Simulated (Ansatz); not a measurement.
# Al2Si2Pb: relaxing a made-up structure, part 2 of 2

This structure for Al2Si2Pb is made up. Its elements were placed in a known structure type with a cell scaled to their sizes. What cell does the guess relax to, and how far off was it?

Ansatz 0.2.0; DFT, PBEsol, plane-wave PAW, files of the set soft_1, scalar-relativistic, no spin, cell and ions relaxed at zero pressure; PAW set soft_1 (the session's first sound run).

So far: Starting point; Relaxation of the guess. The relaxed cell has a = 4.100, c = 7.262 Å (conventional setting).

**3. Electronic structure of the relaxed cell**

A second self-consistent run takes a narrower smearing and the mesh shown in its input; the bands follow along the standard path of the relaxed lattice.

This step: DFT, PBEsol, plane-wave PAW, files of the set soft_1, scalar-relativistic, no spin, bands and density of states at the relaxed cell; PAW set soft_1 (Ansatz 0.2.0).

input.yaml

```yaml
crystal:
  lattice:
    - [4.1000931764, 0.0, 0.0]
    - [-2.0500465882, 3.5507848487, 0.0]
    - [0.0, 0.0, 7.2618847097]
  atoms:
    - { symbol: Pb, position: [0.0, 0.0, 0.0] }
    - { symbol: Si, position: [0.6666666667, 0.3333333333, 0.7389678229] }
    - { symbol: Si, position: [0.3333333333, 0.6666666667, 0.2610321771] }
    - { symbol: Al, position: [0.6666666667, 0.3333333333, 0.3793565514] }
    - { symbol: Al, position: [0.3333333333, 0.6666666667, 0.6206434486] }
kpoints:
  mp_grid: { grid: [10, 10, 4] }
  band_path:
    path:
      - [[0.0, 0.0, 0.0], [0.5, 0.0, 0.0], [0.33333333, 0.33333333, 0.0], [0.0, 0.0, 0.0], [0.0, 0.0, 0.5], [0.5, 0.0, 0.5], [0.33333333, 0.33333333, 0.5], [0.0, 0.0, 0.5]]
      - [[0.5, 0.0, 0.5], [0.5, 0.0, 0.0]]
      - [[0.33333333, 0.33333333, 0.0], [0.33333333, 0.33333333, 0.5]]
    npoints: 8
scf:
  occupations: { method: fermi_dirac, width: 0.03 }
  n_extra_bands: 9
hamiltonian:
  xc: pbesol
  pseudopotentials: { kind: paw, azcp: { folder: soft_1 }, xc_functional: pbe }
output:
  forces: true
  stress: true
  write_bands: true
  dos: { projected: true }
  write_density: true
  write_potential: true
  elf: true
  volumetric_format: npy
```

Launch:

```sh
ansatz run input.yaml --threads 4 --pin off --max-ram 8192MiB --backend cpu --events-out ev --progress --plain --runs-dir out
```

Numbers of over 12 decimals in the logs are rounded to 6 here.

Log:

```text
[...]
Crystal: 5 atoms, lattice volume = 105.723 Å³
Basis set: ecut = 420 eV, 2029 PW (Γ), exchange–correlation on 60×60×100 points (8 copies of the dense FFT grid, shifted against one another)
Bands: 23, of which v1, the nominal top of the filled ones, is band 14 counted from 1 (13 counted from 0)
Symmetry: 12 space group operations
[...]
k-points: 50 of 400
[...]
SCF iter   1: F=—  HF=-14051.175825 eV  |F-HF|=—  |Δ(HF+E_count)|=         —  Δρ=4.65e-2  dr2=1.18e1  ethr=3.10e-3  ⟨swp⟩=7.8  Hψ=7284  notcnv=0
[...]
SCF iter   9: F=-14048.484938 eV  HF=-14048.484938 eV  |F-HF|=8.73e-10  |Δ(HF+E_count)|=   2.15e-8  Δρ=1.93e-6  dr2=6.13e-9  ethr=3.57e-10  ⟨swp⟩=16.6  Hψ=9852  notcnv=0
SCF 1 converged in 9 iterations: F = -14048.484938 eV  dr2 = 6.13e-9
[...]
NSCF: frozen V_eff on 75 k-points
SCF converged after 9 iterations
Free energy (F): -14048.484938 eV
[...]
Internal energy: -14048.478452 eV  (E = F + TS)
E sigma→0 (E₀):  -14048.481695 eV
Entropy (-TS):   -0.006486 eV (-1.297 meV/atom)
Fermi energy:    7.929870 eV
[...]
--- Forces (eV/Å), atoms counted from 1 ---
  atom   1  Pb     0.00000000     0.00000000     0.00000000
  atom   2  Si     0.00000000     0.00000000     0.00055742
  atom   3  Si     0.00000000     0.00000000    -0.00055742
  atom   4  Al     0.00000000     0.00000000    -0.02001775
  atom   5  Al     0.00000000     0.00000000     0.02001775
  max |Σ_I F_I| component: 6.57e-32 eV/Å
--- Stress (GPa, compression-positive) ---
        0.233600       0.000000      -0.000000
        0.000000       0.233600       0.000000
        0.000000       0.000000      -0.129647
  P = ⅓ Tr σ = 0.1125 GPa (1.125 kbar)
--- Band table (eV; the first three rows and the last of 50) ---
  k-point 0: bands = [... 10 lower, 6.8738, 6.8738, 7.8752, 7.8752, 8.7815, 9.6503, 9.6503, 10.6918, ... 5 higher]
  k-point 1: bands = [... 10 lower, 6.8646, 7.9754, 7.9754, 8.3195, 9.0517, 9.5253, 9.5253, 10.3332, ... 5 higher]
  k-point 2: bands = [... 10 lower, 6.8565, 8.0922, 8.0922, 8.7176, 9.3873, 9.3873, 9.5667, 9.9946, ... 5 higher]
  k-point 49: bands = [... 10 lower, 3.2837, 6.1065, 6.1595, 6.9842, 7.9548, 8.0851, 8.5629, 12.0472, ... 5 higher]
```

Run time: 2.6 s. Hardware: 4 threads of Intel Xeon Platinum 8488C (Sapphire Rapids), shared host; peak memory 0.52 GiB; 9.4 s of CPU time.

In the SCF lines HF is the Harris–Foulkes energy and dr2 the Hartree energy of the density residual, in eV; the loop may stop once dr2 is under the threshold and the program's other checks hold. Hψ counts applications of the Hamiltonian.

Numbers from this step:

```yaml
free_energy: -14048.4849 eV
energy_at_zero_smearing: -14048.4817 eV
smearing_term_ts: 0.006486 eV
fermi_energy: 7.930 eV
pressure: 0.1125 GPa
```

From bands.tsv, the bands that come nearest the Fermi level along the path, at its corners, in eV from the Fermi level:

```
point  band 11  band 12  band 13  band 14  band 15  band 16  band 17  band 18
    Γ    -1.06    -1.06    -0.05    -0.05     0.85     1.72     1.72     2.76
    M    -4.48    -2.81    -0.76    -0.51     0.54     0.70     1.04     2.68
    K    -3.63    -3.54    -3.54    -3.47     3.32     3.32     3.54     3.85
    Γ    -1.06    -1.06    -0.05    -0.05     0.85     1.72     1.72     2.76
    A    -1.07     0.16     0.16     0.79     1.46     1.46     1.64     2.06
    L    -2.55    -2.33    -2.09    -1.91    -0.95     0.34     1.82     3.05
    H    -4.77    -1.63    -1.63    -1.04     0.00     0.00     0.38     4.53
    A    -1.07     0.16     0.16     0.79     1.46     1.46     1.64     2.06
    L    -2.55    -2.33    -2.09    -1.91    -0.95     0.34     1.82     3.05
    M    -4.48    -2.81    -0.76    -0.51     0.54     0.70     1.04     2.68
    K    -3.63    -3.54    -3.54    -3.47     3.32     3.32     3.54     3.85
    H    -4.77    -1.63    -1.63    -1.04     0.00     0.00     0.38     4.53
```

States per cell as run, both spins, in windows of 1 eV, from dos.tsv (zero at the Fermi level):

| from | to | total |
| --- | --- | --- |
| -8 | -7 | 1.47 |
| -7 | -6 | 0.53 |
| -6 | -5 | 1.21 |
| -5 | -4 | 1.90 |
| -4 | -3 | 2.06 |
| -3 | -2 | 2.73 |
| -2 | -1 | 2.35 |
| -1 | 0 | 1.67 |
| 0 | 1 | 1.55 |
| 1 | 2 | 2.93 |
| 2 | 3 | 3.02 |
| 3 | 4 | 2.66 |

A further 14.1 states lie below the table's range.

Valence density in the ac plane at fractional y = 0.333, with atoms of Si and Al within 0.2 Å of it. It is the smooth field of the valence electrons, not physical close to the nuclei.

Ten even steps from '0' (0.04 e/Å³) to '9' (0.39 e/Å³), each cell a mean:
```
45664311111112
34443222333222
22222345666543
22222357888864
32123479766885
42223599534797
43224699534897
43224589867997
43223578999975
32222356888754
22112345676543
21112234555533
21112234333433
22222343101243
33233443100244
44344554101355
54445554222455
45554444333344
44544332222223
34443211111112
34443210000011
34553210000001
45764210000012
46874310000012
```
Columns run along a (4.1 Å), rows up along c (7.3 Å). Atoms in or near the plane, at fractional coordinates: Si at (0.67, 0.74), Al at (0.67, 0.38).

Electrostatic potential energy in the ac plane at fractional y = 0.333, with atoms of Si and Al within 0.2 Å of it. With pseudopotentials it is smooth inside the atoms' cores, unlike the true potential.

Ten even steps from '0' (-24 eV) to '9' (11 eV), each cell a mean:
```
88778999999999
88888999999999
99999998777899
99999986323589
99999972000068
99999851162048
99999851152048
98889873000168
98888987323588
98888998777899
99889998888899
99999987656789
99999975444478
99999864797458
99999854899657
99999864798558
98889875454478
98889987655789
99889999888899
99899999999999
99899999999999
98889999999999
88788999999999
87778899999999
```
Columns run along a (4.1 Å; values clipped at the 3rd and 97th percentile), rows up along c (7.3 Å). Atoms in or near the plane, at fractional coordinates: Si at (0.67, 0.74), Al at (0.67, 0.38).

ELF in the ac plane at fractional y = 0.333, with atoms of Si and Al within 0.2 Å of it. It is the smooth field of the valence electrons, not physical close to the nuclei.

Ten even steps from '0' (0.05) to '9' (0.79), each cell a mean:
```
33333222343222
23332235777642
22222368999974
32113589989996
53124799666898
74336997565699
86457997454699
86458998545799
76457899777899
64346788888887
43334567898876
43234467787765
43334565333455
54445662000156
76557873071168
87678995010289
88778997201599
88778887434688
77777665333456
55655432111234
34443211000012
23333210000011
33333210000012
33433211010012
```
Columns run along a (4.1 Å), rows up along c (7.3 Å). Atoms in or near the plane, at fractional coordinates: Si at (0.67, 0.74), Al at (0.67, 0.38).

**4. What came out**

| Item | Value |
| --- | --- |
| space group, relaxed | P-3m1 |
| conventional cell | a = 4.100, b = 4.100, c = 7.262 Å; α = 90.0°, β = 90.0°, γ = 120.0° |
| volume per atom | 21.14 Å³ (guess 19.74) |

Al2Si2Pb relaxes to P-3m1 with a = 4.100, b = 4.100 and c = 7.262 Å. The guessed volume was 7 % too small. The space group P-3m1 was held in the relaxation, so the end point is a stationary structure within it and may be a saddle against distortions or other arrangements. Bands cross the Fermi level, so it is a metal or semimetal at this level. On the 10×10×4 mesh with the narrower smearing (relaxed on 8×8×4) the largest force component is 0.020 eV/Å and the largest stress component is 0.234 GPa, against the relaxation's thresholds of 0.015 eV/Å and 0.05 GPa. The cutoff wasn't tested. Spin-orbit coupling is left out, which can matter for elements this heavy. No dispersion term is used, so weakly bound directions may come out too long. Nothing here tests whether the compound is stable against decomposition.

[Logs are printed without paths, hosts, clocks, repeated set-up lines and the standing remarks that a program may print on its own settings, such as how far it seeks lower states.]

[Hosts, paths, dates, database ids (printed as entryN), source tags and the programs' standing remarks are cut or masked in the printed files.]
